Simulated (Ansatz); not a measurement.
# CO on Mo(110): change of the work function, part 5 of 5

How does CO on the longbridge site change the work function of Mo(110) as the layer fills?

Ansatz 0.2.0; plane-wave DFT, RPBE, Ansatz PAW.

So far, work function, upper face (eV): step 2 (the clean slab) 4.46; step 4 (adsorbate added, k-mesh 6×6×1, coverage 0.5 ML) 6.32; step 5 (adsorbate added, k-mesh 12×12×1, coverage 1 ML) 7.09; step 7 (the slab at 0.25 ML, atoms frozen) 5.68; step 8 (the substrate of the 0.25 ML cell alone) 4.50.

## Step 12: The same run with other settings

System of this step: Mo(110). The cell holds 4 atoms: 4 Mo. Its edges and angles: a = 2.728 Å, b = 2.728 Å, c = 24.682 Å, α = 90.0°, β = 90.0°, γ = 70.5°. Vacuum lies along c.

Another changed input: it repeats the earlier run at 0 ML with basis.ecutwfc to 40.4 Ry, scf.occupations.width from 0.1 to 0.2 and kpoints.mp_grid.grid from [12, 12, 1] to [4, 4, 1].

Input file input.yaml:

```yaml
crystal:
  lattice:
    - [2.2273863607, -1.575, 0.0]
    - [2.2273863607, 1.575, 0.0]
    - [0.0, 0.0, 24.6821590822]
  atoms:
    - { symbol: Mo, position: [0.0, 0.0, 0.3646358477] }
    - { symbol: Mo, position: [0.5, 0.5, 0.4548786159] }
    - { symbol: Mo, position: [0.0, 0.0, 0.5451213841] }
    - { symbol: Mo, position: [0.5, 0.5, 0.6353641523] }
kpoints:
  mp_grid: { grid: [4, 4, 1] }
hamiltonian:
  xc: rpbe
scf:
  occupations: { method: fermi_dirac, width: 0.2 }
  convergence: { dr2_threshold: 1.0e-08 }
efield:
  axis: 3
  dipole_correction: true
  ramp_position: 0.97
  ramp_width: 0.06
relax:
  f_tol: 0.02
  max_steps: 60
  constraints: [{ sites: [0, 1] }]
output:
  write_potential: true
  write_density: true
  volumetric_format: npy
basis:
  ecutwfc: "40.4 Ry"
```

On the command line:

```bash
ansatz run input.yaml --threads 4 --pin off --max-ram 6144MiB --backend cpu --events-out ev --progress --plain --runs-dir out
```

Numbers of over 12 decimals in the logs are rounded to 6 here.

The program printed:

```text
[...]
band count auto-derived: 36 (N_el = 56.0; filled up to band 28; 34 by the electrons, moments and atoms)
[...]
Crystal: 4 atoms, lattice volume = 173.177 Å³
Basis set: ecut = 549.670002 eV, 5057 PW (Γ), exchange–correlation on 48×48×384 points (8 copies of the dense FFT grid, shifted against one another)
Bands: 36, of which v1, the nominal top of the filled ones, is band 28 counted from 1 (27 counted from 0)
Symmetry: 4 space group operations
k-points: 7 of 16
[...]
SCF iter   1: F=—  HF=-19849.889046 eV  |F-HF|=—  |Δ(HF+E_count)|=         —  Δρ=4.30e-3  dr2=1.57e-1  ethr=1.77e-3  p=0.000 e·Å  D=1.09e-13 V/Å  ΔV_dip=-0.00 eV  dr2_dipole=2.58e-6  V_vac-E_F(+/−)=4.88/4.88 eV  ⟨swp⟩=8.3  Hψ=1244  notcnv=0
[...]
SCF iter   8: F=-19849.874496 eV  HF=-19849.874496 eV  |F-HF|=8.41e-9  |Δ(HF+E_count)|=   2.35e-7  Δρ=2.08e-6  dr2=9.63e-9  ethr=1.79e-11  p=-0.000 e·Å  D=-2.41e-8 V/Å  ΔV_dip=0.00 eV  dr2_dipole=6.13e-12  V_vac-E_F(+/−)=4.40/4.40 eV  ⟨swp⟩=9.7  Hψ=2148  notcnv=0
SCF 1 converged in 8 iterations: F = -19849.874496 eV  dr2 = 9.63e-9
[...]
relax step   1: F+E_penalty+E_count = -19849.87449561 eV  Δ(F+E_penalty+E_count) = +0.000e0 eV  max|allowed force component| = 8.125e-1 eV/Å  Δτ_max = 0.0000 Å  (8 SCF iters, accepted)
[...]
SCF iter  10: F=-19849.828687 eV  HF=-19849.828687 eV  |F-HF|=9.46e-10  |Δ(HF+E_count)|=   1.13e-8  Δρ=5.14e-7  dr2=1.28e-9  ethr=1.79e-11  p=0.007 e·Å  D=7.23e-3 V/Å  ΔV_dip=-0.18 eV  dr2_dipole=2.43e-11  V_vac-E_F(+/−)=4.19/4.37 eV  ⟨swp⟩=10.1  Hψ=1845  notcnv=0
SCF 2 converged in 10 iterations: F = -19849.828687 eV  dr2 = 1.28e-9
relax step   2: F+E_penalty+E_count = -19849.82868742 eV  Δ(F+E_penalty+E_count) = +4.581e-2 eV  max|allowed force component| = 1.323e0 eV/Å  Δτ_max = 0.1912 Å  (10 SCF iters, rejected (line search))
SCF iter   1: F=—  HF=-19849.920663 eV  |F-HF|=—  |Δ(HF+E_count)|=         —  Δρ=6.55e-3  dr2=2.32e-1  ethr=2.85e-3  p=0.007 e·Å  D=7.23e-3 V/Å  ΔV_dip=-0.18 eV  dr2_dipole=2.99e-3  V_vac-E_F(+/−)=4.18/4.36 eV  ⟨swp⟩=3.7  Hψ=547  notcnv=0
[...]
SCF iter   9: F=-19849.908200 eV  HF=-19849.908200 eV  |F-HF|=2.46e-9  |Δ(HF+E_count)|=   4.14e-8  Δρ=1.36e-6  dr2=5.84e-9  ethr=1.79e-11  p=0.004 e·Å  D=4.43e-3 V/Å  ΔV_dip=-0.11 eV  dr2_dipole=7.55e-11  V_vac-E_F(+/−)=4.27/4.38 eV  ⟨swp⟩=11.0  Hψ=2026  notcnv=0
SCF 3 converged in 9 iterations: F = -19849.908200 eV  dr2 = 5.84e-9
relax step   3: F+E_penalty+E_count = -19849.90819988 eV  Δ(F+E_penalty+E_count) = -3.370e-2 eV  max|allowed force component| = 3.328e-1 eV/Å  Δτ_max = 0.0930 Å  (9 SCF iters, accepted)
[...]
relax step   4: F+E_penalty+E_count = -19849.91330570 eV  Δ(F+E_penalty+E_count) = -5.106e-3 eV  max|allowed force component| = 2.032e-2 eV/Å  Δτ_max = 0.0173 Å  (8 SCF iters, accepted)
SCF iter   1: F=—  HF=-19849.913464 eV  |F-HF|=—  |Δ(HF+E_count)|=         —  Δρ=5.71e-4  dr2=2.45e-3  ethr=2.65e-5  p=0.003 e·Å  D=3.45e-3 V/Å  ΔV_dip=-0.09 eV  dr2_dipole=3.75e-4  V_vac-E_F(+/−)=4.30/4.39 eV  ⟨swp⟩=2.3  Hψ=422  notcnv=0
[...]
SCF iter   7: F=-19849.913371 eV  HF=-19849.913371 eV  |F-HF|=2.27e-9  |Δ(HF+E_count)|=   1.87e-8  Δρ=7.27e-7  dr2=1.58e-9  ethr=1.79e-11  p=0.003 e·Å  D=3.39e-3 V/Å  ΔV_dip=-0.08 eV  dr2_dipole=2.33e-10  V_vac-E_F(+/−)=4.30/4.39 eV  ⟨swp⟩=10.0  Hψ=1841  notcnv=0
SCF 5 converged in 7 iterations: F = -19849.913371 eV  dr2 = 1.58e-9
relax step   5: F+E_penalty+E_count = -19849.91337138 eV  Δ(F+E_penalty+E_count) = -6.568e-5 eV  max|allowed force component| = 5.157e-3 eV/Å  Δτ_max = 0.0065 Å  (7 SCF iters, accepted)
[...]
SCF converged after 7 iterations
Free energy (F): -19849.913371 eV
[...]
Internal energy: -19849.512502 eV  (E = F + TS)
E sigma→0 (E₀):  -19849.712937 eV
Entropy (-TS):   -0.400869 eV (-100.217 meV/atom)
Fermi energy:    4.927054 eV
Dipole field:    D = 0.003415 V/Å  (p = 0.003268 e·Å, saw-weighted, corrected)
Work function:   Φ+ = 4.3022 eV   Φ− = 4.3865 eV
[...]
--- Forces (eV/Å), atoms counted from 1 ---
  atom   1  Mo     0.00000000     0.00000000     0.67961040
  atom   2  Mo     0.00000000    -0.00000000    -0.67282209
  atom   3  Mo     0.00000000    -0.00000000    -0.00515736
  atom   4  Mo     0.00000000    -0.00000000    -0.00164616
  max |Σ_I F_I| component: 1.52e-5 eV/Å
--- Band table (eV; the first three rows and the last of 7) ---
  k-point 0: bands = [... 24 lower, 3.5060, 3.6209, 3.7768, 3.9864, 5.1044, 5.3145, 6.0857, 6.1759, ... 4 higher]
  k-point 1: bands = [... 24 lower, 3.3398, 3.4653, 3.7171, 3.7853, 5.4413, 5.5884, 6.0057, 6.1428, ... 4 higher]
  k-point 2: bands = [... 24 lower, 4.0856, 4.1201, 5.9726, 6.0033, 6.4924, 6.5301, 6.6552, 6.7306, ... 4 higher]
  k-point 6: bands = [... 24 lower, 3.4582, 5.5316, 5.5589, 5.8289, 5.9787, 6.4878, 7.6736, 7.9585, ... 4 higher]
--- Relaxed structure (5 steps of the walk, 4 accepted, 0 SCFs on fresh bases) ---
  F+E_penalty+E_count = -19849.91337138 eV   max|allowed force component| = 5.157e-3 eV/Å
  atoms:
    - { symbol: Mo, position: [0.0, 0.0, 0.364636] }
    - { symbol: Mo, position: [0.500000, 0.500000, 0.454879] }
    - { symbol: Mo, position: [-5.634175699455424e-19, 5.634175699455424e-19, 0.546417] }
    - { symbol: Mo, position: [0.500000, 0.500000, 0.632496] }
```

The job ended after 4.5 s (4 threads of Intel Xeon 6975P-C (Granite Rapids), shared host; peak memory 0.57 GiB).

| quantity | this run | earlier run | difference |
| --- | --- | --- | --- |
| work function, upper face (eV) | 4.302 | 4.461 | -0.16 |
| work function, lower face (eV) | 4.387 | 4.537 | -0.15 |
| dipole along the normal (e·Å) | 0.003268 | 0.002967 | 3.0e-4 |

What moves beyond 0.01 in its unit (for the dipole 0.5 % and 5e-5 e·Å): work function, upper face (-0.159 eV), work function, lower face (-0.151 eV) and dipole along the normal (+0.0003 e·Å).

The change shows in the results, which are not taken further.

## Step 13: Results

| Quantity | Value |
| --- | --- |
| work function of the clean face | 4.46 eV |
| work function at 0.25 ML | 5.68 eV |
| work function at 0.5 ML | 6.32 eV |
| work function at 1 ML | 7.09 eV |
| dipole per adsorbate at 0.25 ML, positive end outwards | -0.93 D |
| step of the potential from the moved charge at 0.25 ML, upper less lower side, atoms held | 1.17 eV |

In words: CO raises the work function of Mo(110) at the lowest coverage, by 1.22 eV: the adsorbate layer has its negative end outwards. The dipole per adsorbate falls from 0.93 to 0.50 D as the layer fills. Neighbouring dipoles depolarise each other, and heights and bonding change with coverage too. The slab has 4 layers, at the tabulated experimental lattice constant, one starting site was run, and quantum-size effects of a slab this thin can reach one or two tenths of an eV.

[Logs are printed without paths, hosts, clocks, repeated set-up lines and the standing remarks that a program may print on its own settings, such as how far it seeks lower states.]

[Hosts, paths, dates, database ids (printed as entryN), source tags and the programs' standing remarks are cut or masked in the printed files.]

[Maps of the electrostatic potential energy from Ansatz leave out the sawtooth potential of an applied field or a dipole correction, so their vacuum need not be flat; planar profiles and work functions include it.]
